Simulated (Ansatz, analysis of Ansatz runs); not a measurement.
**CsLiBr2 (P4/nmm), nudged elastic band: Zn_i hop between interstitial places (q = +2)**

Wanted: path and barrier of a jump of Zn in CsLiBr2 (P4/nmm) at charge +2. The case: Zn_i hop between interstitial places, in a cell of 32 host atoms with 1 Zn put in.

Method: plane-wave PAW DFT, PBEsol; nudged elastic band between two relaxed defect structures at fixed charge in a uniform background, in Ansatz 0.2.0.

## 1. The starting structure

The cell holds 33 atoms: 8 Cs, 8 Li, 16 Br and 1 Zn. Cell: a = 12.183 Å, b = 12.183 Å, c = 12.183 Å, α = 130.4°, β = 130.4°, γ = 72.7°. It derives from CsLiBr2 (space group P4/nmm). Nearest the centre at fractional (0.140, 0.129, 0.760): Zn33 at 1.73 Å, Br22 at 2.42 Å, Br17 at 2.42 Å, Cs5 at 2.56 Å, Cs3 at 2.78 Å, Br19 at 4.22 Å, Br21 at 4.35 Å, Br18 at 4.35 Å. The cell carries charge +2.

The cell's shortest repeat is 10.2 Å.

## 2. Relaxation of the start point, charge +2

A barrier is counted from a minimum, so both ends are relaxed first. Small random displacements break the symmetry of the ideal sites, so that the defect can distort if it gains by it. The charge of +2 is set by the electron count, and a uniform background keeps the cell neutral. A width of 0.01 eV lets levels that lie close at the Fermi energy share an electron.

A first try with fixed occupations did not converge, so this run has a small smearing.

The input, qp2.start_smeared/input.yaml:

```yaml
crystal:
  lattice:
    - [-5.10743539, 5.10743539, 9.811082]
    - [5.10743539, -5.10743539, 9.811082]
    - [5.10743539, 5.10743539, -9.811082]
  atoms:
    - { symbol: Cs, position: [0.39975685, 0.14975685, 0.25] }
    - { symbol: Cs, position: [0.39975685, 0.64975685, 0.75] }
    - { symbol: Cs, position: [0.89975685, 0.14975685, 0.75] }
    - { symbol: Cs, position: [0.89975685, 0.64975685, 0.25] }
    - { symbol: Cs, position: [0.35024315, 0.10024315, 0.75] }
    - { symbol: Cs, position: [0.35024315, 0.60024315, 0.25] }
    - { symbol: Cs, position: [0.85024315, 0.10024315, 0.25] }
    - { symbol: Cs, position: [0.85024315, 0.60024315, 0.75] }
    - { symbol: Li, position: [0.04194269, 0.29194269, 0.25] }
    - { symbol: Li, position: [0.04194269, 0.79194269, 0.75] }
    - { symbol: Li, position: [0.54194269, 0.29194269, 0.75] }
    - { symbol: Li, position: [0.54194269, 0.79194269, 0.25] }
    - { symbol: Li, position: [0.20805731, 0.45805731, 0.75] }
    - { symbol: Li, position: [0.20805731, 0.95805731, 0.25] }
    - { symbol: Li, position: [0.70805731, 0.45805731, 0.25] }
    - { symbol: Li, position: [0.70805731, 0.95805731, 0.75] }
    - { symbol: Br, position: [0.08191716, 0.33191716, 0.75] }
    - { symbol: Br, position: [0.08191716, 0.83191716, 0.25] }
    - { symbol: Br, position: [0.58191716, 0.33191716, 0.25] }
    - { symbol: Br, position: [0.58191716, 0.83191716, 0.75] }
    - { symbol: Br, position: [0.16808284, 0.41808284, 0.25] }
    - { symbol: Br, position: [0.16808284, 0.91808284, 0.75] }
    - { symbol: Br, position: [0.66808284, 0.41808284, 0.75] }
    - { symbol: Br, position: [0.66808284, 0.91808284, 0.25] }
    - { symbol: Br, position: [0.0, 0.0, 0.0] }
    - { symbol: Br, position: [0.0, 0.5, 0.5] }
    - { symbol: Br, position: [0.5, 0.0, 0.5] }
    - { symbol: Br, position: [0.5, 0.5, 0.0] }
    - { symbol: Br, position: [0.25, 0.25, 0.5] }
    - { symbol: Br, position: [0.25, 0.75, 0.0] }
    - { symbol: Br, position: [0.75, 0.25, 0.0] }
    - { symbol: Br, position: [0.75, 0.75, 0.5] }
    - { symbol: Zn, position: [0.25, 0.25, 0.0] }
total_charge: 2
basis:
  ecutwfc: 420
  xc_grid: 2
hamiltonian:
  xc: pbesol
kpoints:
  mp_grid: { grid: [1, 1, 1], shift: [0.25, 0.25, 0.25] }
scf:
  occupations: { method: fermi_dirac, width: 0.01 }
  max_iter: 100
output:
  forces: true
relax:
  f_tol: 0.02
  max_steps: 70
  random_displacement: { amplitude: 0.03, seed: 5249 }
```

On the command line:

```sh
$ ansatz run input.yaml --threads 4 --pin off --max-ram 7536MiB --backend cpu --events-out ev --progress --plain --runs-dir out
```

Numbers of over 12 decimals in the logs are rounded to 6 here.

The log of the run:

```text
[... repeated set-up lines and file paths are left out, and long positions are rounded to six places ...]
The last accepted step is kept in <dir> (removed where the run ends without a failure and the disk answers)
Engine: ansatz 0.2.0, x86_64-unknown-linux-gnu
Pseudopotentials: kind: paw
Pseudopotential: Cs, paw, valence charge 9, recommended cutoff 420 eV (normal), Cs.paw.azcp
Pseudopotential: Li, paw, valence charge 3, recommended cutoff 420 eV (normal), Li.paw.azcp
Pseudopotential: Br, paw, valence charge 7, recommended cutoff 420 eV (normal), Br.paw.azcp
Pseudopotential: Zn, paw, valence charge 12, recommended cutoff 420 eV (normal), Zn.paw.azcp
Functional definition: PBEsol
  exchange = pbesol_x
  correlation = pbesol_c
Crystal: 33 atoms, lattice volume = 1023.723 Å³
Basis set: ecut = 420 eV, 20049 PW (Γ), exchange–correlation on 180×180×180 points (8 copies of the dense FFT grid, shifted against one another)
Bands: 142, of which v1, the nominal top of the filled ones, is band 109 counted from 1 (108 counted from 0)
Symmetry: 1 space group operations
k-points: 1
Non-local potential: Cs, projectors of the file, l = 0: 3, l = 1: 2, l = 2: 2, l = 3: 2
Non-local potential: Li, projectors of the file, l = 0: 3, l = 1: 2, l = 2: 1
Non-local potential: Br, projectors of the file, l = 0: 2, l = 1: 2, l = 2: 2
Non-local potential: Zn, projectors of the file, l = 0: 2, l = 1: 2, l = 2: 3, l = 3: 1
PAW form: soft (Blöchl's): semilocal exchange-correlation on the pseudo side does not see the compensation charge
PAW frozen core: Cs, regenerated for the run's functional, and the local potential with it (the file was generated under x = pbe(κ = 0.804, μ = 0.219515), c = pbe(β = 0.066725))
PAW frozen core: Br, regenerated for the run's functional, and the local potential with it (the file was generated under x = pbe(κ = 0.804, μ = 0.219515), c = pbe(β = 0.066725))
PAW frozen core: Zn, regenerated for the run's functional, and the local potential with it (the file was generated under x = pbe(κ = 0.804, μ = 0.219515), c = pbe(β = 0.066725))
PAW one-centre angular grid: Cs, 194 points (default); XC on 64 Gauss nodes
PAW one-centre angular grid: Li, 110 points (default); XC on 64 Gauss nodes
PAW one-centre angular grid: Br, 110 points (default); XC on 64 Gauss nodes
PAW one-centre angular grid: Zn, 590 points (default); XC on 64 Gauss nodes
Initial density: superposition of atomic densities (neutral atoms scaled as one to the charged cell's electrons: chi_scale 0, normalization atom), corrected by the library's trained network
Initial wavefunctions: pseudopotential atomic-orbital guess
Functional: x = pbesol(κ = 0.804, μ = 0.123457), c = pbesol(β = 0.046)
SCF iter   1: F=—  HF=-93434.631134 eV  |F-HF|=—  |Δ(HF+E_count)|=         —  Δρ=1.35e-2  dr2=4.65e0  ethr=1.77e-3  ⟨swp⟩=13.0  Hψ=755  notcnv=0  defer=3
preconditioner: auto → Resta (q_TF=auto, 2.108 Å⁻¹)  ε∞=3.1  [insulator: Δε(μ)=1.804 eV  Ē_g=10.969 eV  σ=0.010 eV  W_gap=1.00  n_scr=154 (ndim 8)  ℏωp=15.8 eV  f_vac=0.040  D(μ)=0.00/eV (n_scr^D=0)  ε∞_Penn≈3.1]
SCF iter   2: F=—  HF=-93433.305503 eV  |F-HF|=—  |Δ(HF+E_count)|=    1.33e0  Δρ=6.21e-3  dr2=1.07e0  ethr=1.77e-3  ⟨swp⟩=3.0  Hψ=220  notcnv=0  defer=29
SCF iter   3: F=—  HF=-93433.187547 eV  |F-HF|=—  |Δ(HF+E_count)|=   1.18e-1  Δρ=1.27e-2  dr2=8.31e0  ethr=4.90e-4  ⟨swp⟩=3.0  Hψ=264  notcnv=0  defer=29  recentre
SCF iter   4: F=—  HF=-93433.053555 eV  |F-HF|=—  |Δ(HF+E_count)|=   1.34e-1  Δρ=2.90e-3  dr2=4.47e-1  ethr=4.90e-4  ⟨swp⟩=4.0  Hψ=249  notcnv=0  defer=24
SCF iter   5: F=—  HF=-93432.998821 eV  |F-HF|=—  |Δ(HF+E_count)|=   5.47e-2  Δρ=2.48e-3  dr2=3.01e-1  ethr=2.05e-4  ⟨swp⟩=2.0  Hψ=250  notcnv=0  defer=24
SCF iter   6: F=—  HF=-93432.965424 eV  |F-HF|=—  |Δ(HF+E_count)|=   3.34e-2  Δρ=1.90e-3  dr2=2.05e-1  ethr=1.38e-4  ⟨swp⟩=1.0  Hψ=118  notcnv=0  defer=24
SCF iter   7: F=—  HF=-93432.935926 eV  |F-HF|=—  |Δ(HF+E_count)|=   2.95e-2  Δρ=1.34e-3  dr2=9.81e-2  ethr=9.41e-5  ⟨swp⟩=2.0  Hψ=126  notcnv=0  defer=24
SCF iter   8: F=—  HF=-93432.922734 eV  |F-HF|=—  |Δ(HF+E_count)|=   1.32e-2  Δρ=7.36e-4  dr2=2.72e-2  ethr=4.50e-5  ⟨swp⟩=2.0  Hψ=169  notcnv=0  defer=24
SCF iter   9: F=—  HF=-93432.924327 eV  |F-HF|=—  |Δ(HF+E_count)|=   1.59e-3  Δρ=1.90e-3  dr2=1.42e-1  ethr=1.25e-5  ⟨swp⟩=2.0  Hψ=156  notcnv=0  defer=24  recentre
SCF iter  10: F=—  HF=-93432.920641 eV  |F-HF|=—  |Δ(HF+E_count)|=   3.69e-3  Δρ=2.29e-4  dr2=1.37e-3  ethr=1.25e-5  ⟨swp⟩=2.0  Hψ=119  notcnv=0  defer=24
SCF iter  11: F=—  HF=-93432.921950 eV  |F-HF|=—  |Δ(HF+E_count)|=   1.31e-3  Δρ=6.73e-4  dr2=2.64e-2  ethr=6.29e-7  ⟨swp⟩=2.0  Hψ=192  notcnv=0  defer=24
SCF iter  12: F=—  HF=-93432.921321 eV  |F-HF|=—  |Δ(HF+E_count)|=   6.30e-4  Δρ=7.69e-4  dr2=3.04e-2  ethr=6.29e-7  ⟨swp⟩=2.0  Hψ=205  notcnv=0  defer=24
SCF iter  13: F=—  HF=-93432.920648 eV  |F-HF|=—  |Δ(HF+E_count)|=   6.73e-4  Δρ=7.82e-5  dr2=1.86e-4  ethr=6.29e-7  ⟨swp⟩=2.0  Hψ=141  notcnv=0  defer=24
SCF iter  14: F=—  HF=-93432.920640 eV  |F-HF|=—  |Δ(HF+E_count)|=   7.40e-6  Δρ=7.13e-5  dr2=2.10e-4  ethr=8.52e-8  ⟨swp⟩=2.0  Hψ=122  notcnv=0  defer=24
SCF iter  15: F=—  HF=-93432.920630 eV  |F-HF|=—  |Δ(HF+E_count)|=   1.00e-5  Δρ=2.30e-5  dr2=2.47e-5  ethr=8.52e-8  ⟨swp⟩=1.0  Hψ=118  notcnv=0  defer=24
SCF iter  16: F=—  HF=-93432.920630 eV  |F-HF|=—  |Δ(HF+E_count)|=   3.45e-7  Δρ=1.66e-5  dr2=1.55e-5  ethr=1.13e-8  ⟨swp⟩=1.0  Hψ=118  notcnv=0  defer=24
SCF iter  17: F=—  HF=-93432.920630 eV  |F-HF|=—  |Δ(HF+E_count)|=   2.10e-7  Δρ=1.40e-5  dr2=1.04e-5  ethr=4.59e-9  ⟨swp⟩=3.0  Hψ=320  notcnv=0
SCF iter  18: F=-93432.920629 eV  HF=-93432.920629 eV  |F-HF|=2.79e-7  |Δ(HF+E_count)|=   2.97e-7  Δρ=2.50e-6  dr2=3.08e-7  ethr=4.59e-9  ⟨swp⟩=2.0  Hψ=255  notcnv=0
SCF 1 converged in 18 iterations: F = -93432.920629 eV  dr2 = 3.08e-7
  greatest PAW one-centre occupation: 1.000 electrons in one spin orbital (limit 2), on the Li atom at site 11 (counted from 0), in its partial waves of l = 0
relax step   1: F+E_penalty+E_count = -93432.92062901 eV  Δ(F+E_penalty+E_count) = +0.000e0 eV  max|allowed force component| = 9.948e-1 eV/Å  Δτ_max = 0.0000 Å  (18 SCF iters, dr2 threshold 1.00e-5 eV, accepted)
[... the SCF cycles and remarks between the steps are left out from here to the last step ...]
relax step   2: F+E_penalty+E_count = -93434.54893299 eV  Δ(F+E_penalty+E_count) = -1.628e0 eV  max|allowed force component| = 1.108e0 eV/Å  Δτ_max = 0.1949 Å  (6 SCF iters, dr2 threshold 6.19e-5 eV, accepted)
relax step   3: F+E_penalty+E_count = -93435.68237140 eV  Δ(F+E_penalty+E_count) = -1.133e0 eV  max|allowed force component| = 8.641e-1 eV/Å  Δτ_max = 0.1930 Å  (6 SCF iters, dr2 threshold 7.67e-5 eV, accepted)
relax step   4: F+E_penalty+E_count = -93436.28393092 eV  Δ(F+E_penalty+E_count) = -6.016e-1 eV  max|allowed force component| = 2.402e-1 eV/Å  Δτ_max = 0.1912 Å  (6 SCF iters, dr2 threshold 1.00e-4 eV, accepted)
relax step   5: F+E_penalty+E_count = -93436.35410653 eV  Δ(F+E_penalty+E_count) = -7.018e-2 eV  max|allowed force component| = 9.766e-2 eV/Å  Δτ_max = 0.0982 Å  (6 SCF iters, dr2 threshold 4.46e-6 eV, accepted)
relax step   6: F+E_penalty+E_count = -93436.36263912 eV  Δ(F+E_penalty+E_count) = -8.533e-3 eV  max|allowed force component| = 4.156e-2 eV/Å  Δτ_max = 0.0291 Å  (6 SCF iters, dr2 threshold 7.37e-7 eV, accepted)
relax step   7: F+E_penalty+E_count = -93436.36337604 eV  Δ(F+E_penalty+E_count) = -7.369e-4 eV  max|allowed force component| = 2.793e-2 eV/Å  Δτ_max = 0.0176 Å  (6 SCF iters, accepted)
SCF iter   1: F=—  HF=-93436.363917 eV  |F-HF|=—  |Δ(HF+E_count)|=         —  Δρ=2.01e-4  dr2=4.71e-4  ethr=2.34e-6  ⟨swp⟩=4.0  Hψ=287  notcnv=0  defer=24
SCF iter   2: F=—  HF=-93436.363784 eV  |F-HF|=—  |Δ(HF+E_count)|=   1.34e-4  Δρ=9.42e-5  dr2=9.22e-5  ethr=2.16e-7  ⟨swp⟩=2.0  Hψ=237  notcnv=0  defer=24
SCF iter   3: F=—  HF=-93436.364048 eV  |F-HF|=—  |Δ(HF+E_count)|=   2.64e-4  Δρ=2.23e-5  dr2=4.97e-6  ethr=4.23e-8  ⟨swp⟩=2.0  Hψ=195  notcnv=0  defer=24
SCF iter   4: F=—  HF=-93436.364049 eV  |F-HF|=—  |Δ(HF+E_count)|=   1.32e-6  Δρ=1.95e-5  dr2=2.53e-6  ethr=2.28e-9  ⟨swp⟩=3.0  Hψ=186  notcnv=0  defer=24
SCF iter   5: F=—  HF=-93436.364048 eV  |F-HF|=—  |Δ(HF+E_count)|=   1.34e-6  Δρ=3.43e-6  dr2=1.21e-7  ethr=1.16e-9  ⟨swp⟩=2.0  Hψ=175  notcnv=0  defer=24
SCF iter   6: F=-93436.364048 eV  HF=-93436.364048 eV  |F-HF|=1.51e-8  |Δ(HF+E_count)|=   1.12e-7  Δρ=1.03e-6  dr2=1.09e-8  ethr=4.59e-11  ⟨swp⟩=4.0  Hψ=464  notcnv=0
SCF 8 converged in 6 iterations: F = -93436.364048 eV  dr2 = 1.09e-8
relax step   8: F+E_penalty+E_count = -93436.36404822 eV  Δ(F+E_penalty+E_count) = -6.722e-4 eV  max|allowed force component| = 3.492e-3 eV/Å  Δτ_max = 0.0076 Å  (6 SCF iters, accepted)
SCF converged after 6 iterations
Free energy (F): -93436.364048 eV
Harris-Foulkes:  -93436.364048 eV  (|F-HF|=1.51e-8)
Internal energy: -93436.364048 eV  (E = F + TS)
E sigma→0 (E₀):  -93436.364048 eV
Fermi energy:    4.342281 eV
--- Per-component energies (eV) ---
  E_band       = -1376.874590
  E_kinetic    = 3578.553573
  E_local      = -9432.744703  (includes V_loc(G=0)·N_el)
  E_nonlocal   = 1728.563320
  E_hartree    = 3217.773198
  E_xc         = -5786.562598
  E_vxc        = -2833.378979  (∫ρ·V_xc dr)
  E_paw        = -77062.686090  (= ΣΔE_a)
  E_vpaw       = -853.415227  (= ΣTr[D̂ρ^β])
  E_aug_tail   = -0.000259  (compensation charges beyond the density's cutoff)
  E_ewald      = -9682.687450
  E_core_change = 3.426961  (= ΣΔE_core)
  E_smearing   = -0.000000  (= −TS)
  E_closure    = -0.000000  (closes the sum)
  E_deformation_potential = 21.366485  (in the stress; not in F)
  Σ components = -93436.364048   (vs F -93436.364048, Δ=0.00e0)
--- Forces (eV/Å), atoms counted from 1 ---
  atom   1  Cs    -0.00003039    -0.00164531    -0.00086139
  atom   2  Cs    -0.00017484    -0.00011095     0.00048620
  atom   3  Cs    -0.00006983     0.00138806    -0.00102817
  atom   4  Cs    -0.00003383     0.00000421     0.00081964
  atom   5  Cs     0.00114127    -0.00005807     0.00118132
  atom   6  Cs    -0.00050788     0.00003250     0.00105508
  atom   7  Cs     0.00026833     0.00003402    -0.00064580
  atom   8  Cs     0.00026617     0.00000762    -0.00075307
  atom   9  Li    -0.00049321    -0.00007597     0.00145888
  atom  10  Li     0.00010608     0.00009823     0.00162119
  atom  11  Li    -0.00143438     0.00007527    -0.00116301
  atom  12  Li     0.00098864    -0.00009370    -0.00126439
  atom  13  Li    -0.00024708    -0.00001456    -0.00181889
  atom  14  Li    -0.00002733     0.00136901     0.00138025
  atom  15  Li    -0.00033007     0.00016657    -0.00146673
  atom  16  Li     0.00007931    -0.00076341     0.00133341
  atom  17  Br     0.00013709     0.00196664     0.00285481
  atom  18  Br     0.00024707    -0.00022151     0.00126955
  atom  19  Br     0.00022522    -0.00174485     0.00304280
  atom  20  Br     0.00020236     0.00028529     0.00119004
  atom  21  Br    -0.00158642    -0.00027156    -0.00337328
  atom  22  Br     0.00125871     0.00000170    -0.00349243
  atom  23  Br     0.00039176     0.00012324    -0.00142665
  atom  24  Br    -0.00052614    -0.00031154    -0.00145915
  atom  25  Br    -0.00045686     0.00014212    -0.00182201
  atom  26  Br     0.00022247    -0.00032705    -0.00064792
  atom  27  Br     0.00028095    -0.00039994    -0.00002093
  atom  28  Br    -0.00033457     0.00038068     0.00170102
  atom  29  Br     0.00024081     0.00052875     0.00022528
  atom  30  Br     0.00005319    -0.00060738    -0.00000518
  atom  31  Br     0.00010563    -0.00047063     0.00045890
  atom  32  Br     0.00025620     0.00046390     0.00046172
  atom  33  Zn    -0.00023886     0.00007363     0.00070262
  max |Σ_I F_I| component: 2.50e-5 eV/Å
--- Relaxed structure (8 steps of the walk, 8 accepted, 0 SCFs on fresh bases) ---
  F+E_penalty+E_count = -93436.36404822 eV   max|allowed force component| = 3.492e-3 eV/Å
  atoms:
    - { symbol: Cs, position: [0.417707, 0.137453, 0.280443] }
    - { symbol: Cs, position: [0.405908, 0.651784, 0.754410] }
    - { symbol: Cs, position: [0.856996, 0.137486, 0.719792] }
    - { symbol: Cs, position: [0.897333, 0.651696, 0.245800] }
    - { symbol: Cs, position: [0.362157, 0.081807, 0.719459] }
    - { symbol: Cs, position: [0.362215, 0.642735, 0.280342] }
    - { symbol: Cs, position: [0.848027, 0.093848, 0.245672] }
    - { symbol: Cs, position: [0.848006, 0.602290, 0.754110] }
    - { symbol: Li, position: [0.037851, 0.280338, 0.242412] }
    - { symbol: Li, position: [0.037843, 0.795676, 0.757725] }
    - { symbol: Li, position: [0.542865, 0.300489, 0.757520] }
    - { symbol: Li, position: [0.542940, 0.785610, 0.242655] }
    - { symbol: Li, position: [0.219711, 0.462158, 0.757720] }
    - { symbol: Li, position: [0.198963, 0.956733, 0.242313] }
    - { symbol: Li, position: [0.704137, 0.462094, 0.242199] }
    - { symbol: Li, position: [0.714150, 0.956729, 0.757509] }
    - { symbol: Br, position: [0.119161, 0.318258, 0.800962] }
    - { symbol: Br, position: [0.072864, 0.831018, 0.241765] }
    - { symbol: Br, position: [0.517190, 0.318248, 0.198953] }
    - { symbol: Br, position: [0.589073, 0.831035, 0.757995] }
    - { symbol: Br, position: [0.181540, 0.380650, 0.199136] }
    - { symbol: Br, position: [0.181468, 0.982561, 0.801027] }
    - { symbol: Br, position: [0.668535, 0.426613, 0.758006] }
    - { symbol: Br, position: [0.668642, 0.910788, 0.242237] }
    - { symbol: Br, position: [0.000156, 0.000397, -4.3446457289392636e-5] }
    - { symbol: Br, position: [0.000794, 0.500843, 0.500103] }
    - { symbol: Br, position: [0.499881, -7.637446659698952e-5, 0.500086] }
    - { symbol: Br, position: [0.499584, 0.499822, -2.5138801160033865e-5] }
    - { symbol: Br, position: [0.247505, 0.251633, 0.499891] }
    - { symbol: Br, position: [0.247585, 0.747814, -0.003970] }
    - { symbol: Br, position: [0.751617, 0.251754, 0.004167] }
    - { symbol: Br, position: [0.751638, 0.747616, 0.499998] }
    - { symbol: Zn, position: [0.249805, 0.249935, 2.359336393206475e-5] }
```

Wall time 25 s (4 threads of Intel Xeon 6975P-C (Granite Rapids), shared host); peak memory 1.5 GiB; 92 s of CPU time.

The steps of the relaxation:

```csv
step,energy less that of the first step (eV),largest force component (eV/Å)
1,0.0000,0.9948
2,-1.6283,1.1081
3,-2.7617,0.8641
4,-3.3633,0.2402
5,-3.4335,0.0977
6,-3.4420,0.0416
7,-3.4427,0.0279
8,-3.4434,0.0035
```

The atoms that moved most (Å, from the sites as typed, ahead of the random displacement, the mean shift of all atoms taken out):

```csv
atom,dx,dy,dz,length
Br22,0.521,0.000,0.266,0.585
Br17,0.000,0.521,-0.266,0.585
Br19,-0.001,-0.521,-0.266,0.585
Br21,-0.520,0.001,0.266,0.585
Cs1,0.000,0.311,-0.241,0.393
Cs5,-0.312,0.000,0.238,0.392
Cs3,0.001,-0.309,-0.241,0.392
Cs6,0.310,0.000,0.239,0.392
```

The relaxed structure:

```xyz
33
Lattice="-5.1074 5.1074 9.8111 5.1074 -5.1074 9.8111 5.1074 5.1074 -9.8111" Properties=species:S:1:pos:R:3 pbc="T T T"
Cs    0.0010    2.8637    2.6953
Cs    5.1089    2.5973    2.9755
Cs    0.0014    7.3511    2.6950
Cs    0.0008    2.5100   12.7861
Cs    2.2427    5.1065   -2.7029
Cs    2.8646   -0.0009    7.1092
Cs   -2.5972    5.1067    6.8305
Cs    2.5966    5.1065    6.8303
Li    2.4766   -0.0004    0.7435
Li    7.7406   -0.0006    0.7436
Li    2.6311    5.1069    0.8421
Li    2.4788   -0.0001   10.6538
Li    5.1083    2.6317   -0.7442
Li    5.1079   -2.6327    8.9613
Li    0.0008    2.4732    9.0657
Li    5.1079    2.6300    8.9612
Br    5.1077    3.0740   -3.5667
Br    5.1070   -2.6374    6.4961
Br    0.0001    2.0322    6.2446
Br    5.1072    2.6356    6.4961
Br    2.0340    0.0001    3.5620
Br    8.1827   -0.0003    3.5614
Br    2.6359    5.1071    3.3077
Br    2.4740    0.0005   13.1193
Br    0.0010   -0.0015    0.0059
Br    5.1082    0.0003    0.0151
Br    0.0007    5.1077   -0.0028
Br    0.0011   -0.0013    9.8055
Br    2.5742    2.5321   -0.0074
Br    2.5346   -2.5752    9.8049
Br   -2.5317    2.5743    9.8033
Br    2.5332    2.5742    9.8038
Zn    0.0008   -0.0005    4.9028
```

Neighbours of Zn33 at the end:

```csv
atom,distance (Å)
Br21,2.436
Br22,2.436
Br17,2.436
Br19,2.436
Cs6,3.615
Cs3,3.616
Cs5,3.616
Cs1,3.616
```

This step gave:

- free energy: -93436.3640 eV
- largest move from the ideal geometry of this structure, a common shift of the far atoms taken out: 0.5850 Å

The relaxation gained 3.443 eV and ended with a largest force component of 0.0035 eV/Å.

(Continued in part 2 of 4.)

[Logs are printed without paths, hosts, clocks, repeated set-up lines and the standing remarks that a program may print on its own settings, such as how far it seeks lower states.]

[Hosts, paths, dates, database ids (printed as entryN), source tags and the programs' standing remarks are cut or masked in the printed files.]
